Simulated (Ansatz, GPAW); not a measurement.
# Dielectric function and optical constants of BaRuS3 (model structure), part 2 of 3

Aim: the dielectric function of BaRuS3 (model structure), and the optical constants that follow from it. The structure is a model built here, which may or may not match a known phase. It was built so: All Fe replaced by Ru and O replaced by S in the Pm-3m structure of BaFeO3. The cell is first relaxed with Ansatz.

GPAW 26.7.0; DFT, revPBE, plane-wave PAW (GPAW data sets), scalar-relativistic, RPA, optical limit.

So far: Starting point; Relaxation.

### Step 3. Ground state

First the ground state: is it a metal or has it a gap?

This step: DFT, revPBE, plane-wave PAW (GPAW data sets), scalar-relativistic, ground state (GPAW 26.7.0).

Contents of gs.py:

```python
from ase import Atoms
from ase.dft.bandgap import bandgap
from gpaw import GPAW, PW, FermiDirac

atoms = Atoms(['Ba', 'Ru', 'S', 'S', 'S'],
              cell=[[4.812460377700, 0.000000000000, 0.000000000000],
                    [0.000000000000, 4.812460377700, 0.000000000000],
                    [0.000000000000, 0.000000000000, 4.812460377700]],
              scaled_positions=[[0.000000000000, 1.000000000000, 1.000000000000],
                                [0.500000000000, 0.500000000000, 0.500000000000],
                                [0.500000000000, 0.000000000000, 0.500000000000],
                                [1.000000000000, 0.500000000000, 0.500000000000],
                                [0.500000000000, 0.500000000000, 0.000000000000]],
              pbc=[True, True, True])
atoms.calc = GPAW(mode=PW(400), xc='revPBE', kpts={'size': (5, 5, 5), 'gamma': True},
                  occupations=FermiDirac(0.05), maxiter=150, txt='gs.txt')
print('energy (eV)', atoms.get_potential_energy())
print('Fermi level (eV)', atoms.calc.get_fermi_level())
print('valence electrons', atoms.calc.get_number_of_electrons())
print('gap (eV)', bandgap(atoms.calc, output=None)[0])
print('direct gap (eV)', bandgap(atoms.calc, direct=True, output=None)[0])
atoms.calc.write('gs.gpw')
```

Run with:

```bash
OMP_NUM_THREADS=1 python gs.py
```

Numbers of over 12 decimals in the logs are rounded to 6 here.

What it wrote:

```text
__  _  _
 | _ |_)|_||  |
 |__||  | ||/\| - 26.7.0

Versions:
  Python: 3.12.14
  ASE:    3.29.0
  Numpy:  2.5.5
  Scipy:  1.18.1
  Libxc:  7.0.0

Input parameters:
  mode=PW(ecut=400.0),
  kpts=MonkhorstPack(size=(5, 5, 5), gamma=True),
  maxiter=150,
  occupations=Occupations(name='fermi-dirac', width=0.05, fixmagmom=False),
  xc=XC(name='revPBE')

Diagonalizing LCAO Hamiltonian
Converting LCAO to pw mode
    .-----------.
   /|           |
  / |           |
 *  |           |
 |  |           |
 |S |   Ru      |
 |  .--S--------.
 | /           /
 |/     S     /
 Ba----------*

Atoms  # Å, Bohr magnetons
|   | symbol |        x |        y |        z |    initial magnetic moments |
| 0 |     Ba | 0.000000 | 4.812460 | 4.812460 | ( 0.0000,  0.0000,  0.0000) |
| 1 |     Ru | 2.406230 | 2.406230 | 2.406230 | ( 0.0000,  0.0000,  0.0000) |
| 2 |      S | 2.406230 | 0.000000 | 2.406230 | ( 0.0000,  0.0000,  0.0000) |
| 3 |      S | 4.812460 | 2.406230 | 2.406230 | ( 0.0000,  0.0000,  0.0000) |
| 4 |      S | 2.406230 | 2.406230 | 0.000000 | ( 0.0000,  0.0000,  0.0000) |

Unit cell  # Å
| periodic |        x |        y |        z |  lengths |    angles |
|      yes | 4.812460 | 0.000000 | 0.000000 | 4.812460 | 90.000000 |
|      yes | 0.000000 | 4.812460 | 0.000000 | 4.812460 | 90.000000 |
|      yes | 0.000000 | 0.000000 | 4.812460 | 4.812460 | 90.000000 |

Number of symmetries: 48
Symmetry operations  # r_c * U_cc + t_c -> r_c
|    | kind |            matrix            |
|  0 |  E   |  1, 0, 0,  0, 1, 0,  0, 0, 1 |
|  1 |  σ   |  1, 0, 0,  0, 1, 0,  0, 0,-1 |
|  2 |  σ   |  1, 0, 0,  0, 0, 1,  0, 1, 0 |
|  3 |  C4  |  1, 0, 0,  0, 0, 1,  0,-1, 0 |
|  4 |  C4  |  1, 0, 0,  0, 0,-1,  0, 1, 0 |
|  5 |  σ   |  1, 0, 0,  0, 0,-1,  0,-1, 0 |
|  6 |  σ   |  1, 0, 0,  0,-1, 0,  0, 0, 1 |
|  7 |  C2  |  1, 0, 0,  0,-1, 0,  0, 0,-1 |
|  8 |  σ   |  0, 1, 0,  1, 0, 0,  0, 0, 1 |
|  9 |  C2  |  0, 1, 0,  1, 0, 0,  0, 0,-1 |
| 10 |  C3  |  0, 1, 0,  0, 0, 1,  1, 0, 0 |
| 11 |  S6  |  0, 1, 0,  0, 0, 1, -1, 0, 0 |
| 12 |  S6  |  0, 1, 0,  0, 0,-1,  1, 0, 0 |
| 13 |  C3  |  0, 1, 0,  0, 0,-1, -1, 0, 0 |
| 14 |  C4  |  0, 1, 0, -1, 0, 0,  0, 0, 1 |
| 15 |  S4  |  0, 1, 0, -1, 0, 0,  0, 0,-1 |
| 16 |  C3  |  0, 0, 1,  1, 0, 0,  0, 1, 0 |
| 17 |  S6  |  0, 0, 1,  1, 0, 0,  0,-1, 0 |
| 18 |  σ   |  0, 0, 1,  0, 1, 0,  1, 0, 0 |
| 19 |  C4  |  0, 0, 1,  0, 1, 0, -1, 0, 0 |
| 20 |  C2  |  0, 0, 1,  0,-1, 0,  1, 0, 0 |
| 21 |  S4  |  0, 0, 1,  0,-1, 0, -1, 0, 0 |
| 22 |  S6  |  0, 0, 1, -1, 0, 0,  0, 1, 0 |
| 23 |  C3  |  0, 0, 1, -1, 0, 0,  0,-1, 0 |
| 24 |  S6  |  0, 0,-1,  1, 0, 0,  0, 1, 0 |
| 25 |  C3  |  0, 0,-1,  1, 0, 0,  0,-1, 0 |
| 26 |  C4  |  0, 0,-1,  0, 1, 0,  1, 0, 0 |
| 27 |  σ   |  0, 0,-1,  0, 1, 0, -1, 0, 0 |
| 28 |  S4  |  0, 0,-1,  0,-1, 0,  1, 0, 0 |
| 29 |  C2  |  0, 0,-1,  0,-1, 0, -1, 0, 0 |
| 30 |  C3  |  0, 0,-1, -1, 0, 0,  0, 1, 0 |
| 31 |  S6  |  0, 0,-1, -1, 0, 0,  0,-1, 0 |
| 32 |  C4  |  0,-1, 0,  1, 0, 0,  0, 0, 1 |
| 33 |  S4  |  0,-1, 0,  1, 0, 0,  0, 0,-1 |
| 34 |  S6  |  0,-1, 0,  0, 0, 1,  1, 0, 0 |
| 35 |  C3  |  0,-1, 0,  0, 0, 1, -1, 0, 0 |
| 36 |  C3  |  0,-1, 0,  0, 0,-1,  1, 0, 0 |
| 37 |  S6  |  0,-1, 0,  0, 0,-1, -1, 0, 0 |
| 38 |  σ   |  0,-1, 0, -1, 0, 0,  0, 0, 1 |
| 39 |  C2  |  0,-1, 0, -1, 0, 0,  0, 0,-1 |
| 40 |  σ   | -1, 0, 0,  0, 1, 0,  0, 0, 1 |
| 41 |  C2  | -1, 0, 0,  0, 1, 0,  0, 0,-1 |
| 42 |  C2  | -1, 0, 0,  0, 0, 1,  0, 1, 0 |
| 43 |  S4  | -1, 0, 0,  0, 0, 1,  0,-1, 0 |
| 44 |  S4  | -1, 0, 0,  0, 0,-1,  0, 1, 0 |
| 45 |  C2  | -1, 0, 0,  0, 0,-1,  0,-1, 0 |
| 46 |  C2  | -1, 0, 0,  0,-1, 0,  0, 0, 1 |
| 47 |  i   | -1, 0, 0,  0,-1, 0,  0, 0,-1 |

BZ-sampling:
  Number of BZ points: 125
  Number of IBZ points: 10

  Monkhorst-Pack size: [5, 5, 5]
  Monkhorst-Pack shift: [0, 0, 0]

K-points  # in reciprocal-cell coordinates
|   |                                coordinates |     weight |
| 0 | (  0.00000000,   0.00000000,   0.00000000) | 0.00800000 |
| 1 | (  0.20000000,   0.00000000,   0.00000000) | 0.04800000 |
| 2 | (  0.20000000,   0.20000000,   0.00000000) | 0.09600000 |
| 3 | (  0.20000000,   0.20000000,   0.20000000) | 0.06400000 |
| 4 | (  0.40000000,   0.00000000,   0.00000000) | 0.04800000 |
| 5 | (  0.40000000,   0.20000000,   0.00000000) | 0.19200000 |
| 6 | (  0.40000000,   0.20000000,   0.20000000) | 0.19200000 |
| 7 | (  0.40000000,   0.40000000,   0.00000000) | 0.09600000 |
| 8 | (  0.40000000,   0.40000000,   0.20000000) | 0.19200000 |
| 9 | (  0.40000000,   0.40000000,   0.40000000) | 0.06400000 |

Plane wave coefficients: 2043
Cutoff: 400.0 eV

Spin-components: 1 (collinear spins)
Bands:           30
Projectors:      27
Spin-degeneracy: 2
Datatype:        complex128

Parallelization:
  kpt:    1
  domain: 1
  band:   1

Density:
  Valence electrons: 44.0
  Components: 1
  Grid points: [24 24 24]
  Charge: 0.0  # |e|

Potential:
  Grid points: [24 24 24]

species:
  Ba:
    name:    Barium
    id:
    Z:       56.0
    valence: 10
    core:    46
    charge:  0.0  # [|e|]
    compensation charges:
      type: gauss
      rc: 0.37  # [Å]
      lmax: 2
    cutoffs:
      filter: 2.06  # [Å]
      core: 2.33  # [Å]
    projectors
    | kind |    occ | energy [eV] | rcut [Å] |
    |   5s |  2.000 |     -33.650 |    1.164 |
    |   6s |  2.000 |      -3.191 |    1.164 |
    |   5p |  6.000 |     -18.758 |    1.164 |
    |    p |        |       0.000 |    1.164 |
    |    d |        |       0.000 |    1.164 |
    |    d |        |      27.211 |    1.164 |

    Using partial waves for Ba as LCAO basis

  Ru:
    name:    Ruthenium
    id:
    Z:       44.0
    valence: 16
    core:    28
    charge:  0.0  # [|e|]
    compensation charges:
      type: gauss
      rc: 0.39  # [Å]
      lmax: 2
    cutoffs:
      filter: 2.16  # [Å]
      core: 1.30  # [Å]
    projectors
    | kind |    occ | energy [eV] | rcut [Å] |
    |   4s |  2.000 |     -76.253 |    1.281 |
    |   5s |  1.000 |      -4.137 |    1.281 |
    |   4p |  6.000 |     -46.367 |    1.286 |
    |   5p |  0.000 |      -0.879 |    1.286 |
    |   4d |  7.000 |      -5.145 |    1.254 |
    |    d |        |      22.067 |    1.254 |

    Using partial waves for Ru as LCAO basis

  S:
    name:    Sulfur
    id:
    Z:       16.0
    valence: 6
    core:    10
    charge:  0.0  # [|e|]
    compensation charges:
      type: gauss
      rc: 0.24  # [Å]
      lmax: 2
    cutoffs:
      filter: 1.77  # [Å]
      core: 1.66  # [Å]
    projectors
    | kind |    occ | energy [eV] | rcut [Å] |
    |   3s |  2.000 |     -17.230 |    0.974 |
    |   3p |  4.000 |      -6.978 |    0.979 |
    |    s |        |       9.981 |    0.974 |
    |    p |        |      20.234 |    0.979 |
    |    d |        |       0.000 |    0.900 |

    Using partial waves for S as LCAO basis

Reference energy: -377116.908351  # eV

eigensolver:
  PPCG
  Converge bands: occupied
  niter=2

density mixing:
  MSR1-Mixer
  Pratt-step length: 0.05
  Maximum mixing coefficient: 0.75
  Old densities: 10
  SVD Regularization: 0.005
  Good broyden scale: 1.0
  Trust region scale: 1.0
  Backstep threshold: 4.0
  History deletion threshold: 6.0
  Fourier metric: weight=20.0, sigma=0.015

occupation numbers:
  Fermi-Dirac:
    width: 0.0500  # eV

poisson solver:
  ecut: 3200.0  # eV

xc functional:
  name: revPBE with 2 nearest neighbor stencil

convergence criteria:
- Maximum [total energy] change in last 3 cyles: 0.0005 eV / valence electron
- Maximum integral of absolute [dens]ity change: 0.0001 electrons / valence electron
- Maximum integral of absolute [eigenst]ate change: 4e-08 eV^2 / valence electron
maximum number of iterations: 150

SCF iterations
|iter     |      energy | eigst |  dens |
|iter:   1||  -28.092751 | +0.20 |       |
|iter:   2||  -26.778254 | -1.31 | -1.02 |
|iter:   3||  -25.747025 | -0.66 | -1.12 |
|iter:   4||  -25.373511 | -1.49 | -1.28 |
|iter:   5||  -25.375435 | -1.96 | -1.60 |
|iter:   6||  -25.329232 | -2.63 | -1.77 |
|iter:   7||  -25.329120 | -4.50 | -2.56 |
|iter:   8||  -25.328997c| -5.34 | -3.01 |
|iter:   9||  -25.328989c| -6.25 | -3.75 |
|iter:  10||  -25.328988c| -7.83c| -4.40c|

Converged in 10 steps
SCF loop duration: 13.101 s (1.310 s/step)
Energy contributions relative to reference atoms: (reference = -377116.908351)

Energy contributions:
  Kinetic:          14.091140
  Coulomb:         -15.912726
  Zero:             -0.244752
  External:          0.000000
  Xc:              -23.213949
  Entropy:          -0.097404
  Spinorbit:         0.000000
  ----------------------------
  Free energy:     -25.377690
  Extrapolated:    -25.328988

dipole moment: (-44.553909, -44.553909, -44.553909)  # |e|*Ang

Fermi level: 7.076
Eigenvalues  # (at kpt = [0.000, 0.000, 0.000])
| band index |      eig [eV] | occ [0-2] |
|          0 |       -65.947 |     2.000 |
|        ... |               |           |
|         17 |         5.736 |     2.000 |
|         18 |         5.736 |     2.000 |
|         19 |         5.736 |     2.000 |
|         20 |         6.276 |     2.000 |
|         21 |         6.276 |     2.000 |
|         22 |         6.712 |     1.999 |
|         23 |         6.712 |     1.999 |
|         24 |         6.712 |     1.999 |
|         25 |        10.047 |     0.000 |
|         26 |        10.047 |     0.000 |
|         27 |        10.787 |     0.000 |
|         28 |        11.417 |     0.000 |
|         29 |        12.770 |     0.000 |

No gap
No difference between direct/indirect transitions

--- standard output ---
energy (eV) -25.328988
Fermi level (eV) 7.075853
valence electrons 44.0
gap (eV) 0.0
direct gap (eV) 0.0
```

The job ended after 15 s (1 thread of Arm Neoverse V1, shared host; peak memory 0.16 GiB).

This step gave:

- energy: -25.33 eV
- Fermi energy: 7.076 eV
- electrons: 44

There are states at the Fermi level within the smearing, so the occupations stay smeared and the carriers get a Drude term.

### Step 4. Bands for the response

The response needs many more empty bands than the density does.

This step: DFT, revPBE, plane-wave PAW (GPAW data sets), scalar-relativistic, bands at fixed density (GPAW 26.7.0).

Contents of nscf.py:

```python
from ase.dft.bandgap import bandgap
from gpaw import GPAW, FermiDirac

calc = GPAW('gs.gpw').fixed_density(kpts={'size': (8, 8, 8), 'gamma': True}, nbands=65, convergence={'bands': 59},
                                    occupations=FermiDirac(0.05), txt='nscf.txt')
print('gap (eV)', bandgap(calc, output=None)[0])
print('direct gap (eV)', bandgap(calc, direct=True, output=None)[0])
print('top band over the Fermi level (eV)', min(calc.get_eigenvalues(kpt=k)[58] for k in range(len(calc.get_ibz_k_points()))) - calc.get_fermi_level())
calc.write('full.gpw', mode='all')
```

Run with:

```bash
OMP_NUM_THREADS=1 python nscf.py
```

What it wrote:

```text
Diagonalizing LCAO Hamiltonian
Converting LCAO to pw mode
convergence criteria:
- Maximum integral of absolute [eigenst]ate change: 4e-08 eV^2 / valence electron
maximum number of iterations: 150

SCF iterations
|iter     |      energy | eigst |  dens |
|iter:   1||             | +3.20 |       |
|iter:   2||             | +2.07 |       |
|iter:   3||             | +0.98 |       |
|iter:   4||             | -0.21 |       |
|iter:   5||             | -1.01 |       |
|iter:   6||             | -1.83 |       |
|iter:   7||             | -2.52 |       |
|iter:   8||             | -3.27 |       |
|iter:   9||             | -3.89 |       |
|iter:  10||             | -4.58 |       |
|iter:  11||             | -5.15 |       |
|iter:  12||             | -5.63 |       |
|iter:  13||             | -5.96 |       |
|iter:  14||             | -6.25 |       |
|iter:  15||             | -6.53 |       |
|iter:  16||             | -6.82 |       |
|iter:  17||             | -7.11 |       |
|iter:  18||             | -7.38 |       |
|iter:  19||             | -7.63c|       |
SCF steps: 19
  __  _  _
 | _ |_)|_||  |
 |__||  | ||/\| - 26.7.0

Versions:
  Python: 3.12.14
  ASE:    3.29.0
  Numpy:  2.5.5
  Scipy:  1.18.1
  Libxc:  7.0.0

Input parameters:
  mode=PW(ecut=400.0),
  convergence={'bands': 59},
  gpts=array([24, 24, 24]),
  kpts=MonkhorstPack(size=(8, 8, 8), gamma=True),
  maxiter=150,
  nbands=65,
  occupations=Occupations(name='fermi-dirac', width=0.05, fixmagmom=False),
  parallel={},
  xc=XC(name='revPBE')

--- standard output ---
gap (eV) 0.0
direct gap (eV) 0.0
top band over the Fermi level (eV) 17.977274
```

Wall time 2.3 min (1 thread); peak memory 0.26 GiB.

[end of part 2 of 3]

[Machine, clock and banner lines and Python warnings are left out of the logs.]

[Logs are printed without paths, hosts, clocks, repeated set-up lines and the standing remarks that a program may print on its own settings, such as how far it seeks lower states.]

[Hosts, paths, dates, database ids (printed as entryN), source tags and the programs' standing remarks are cut or masked in the printed files.]
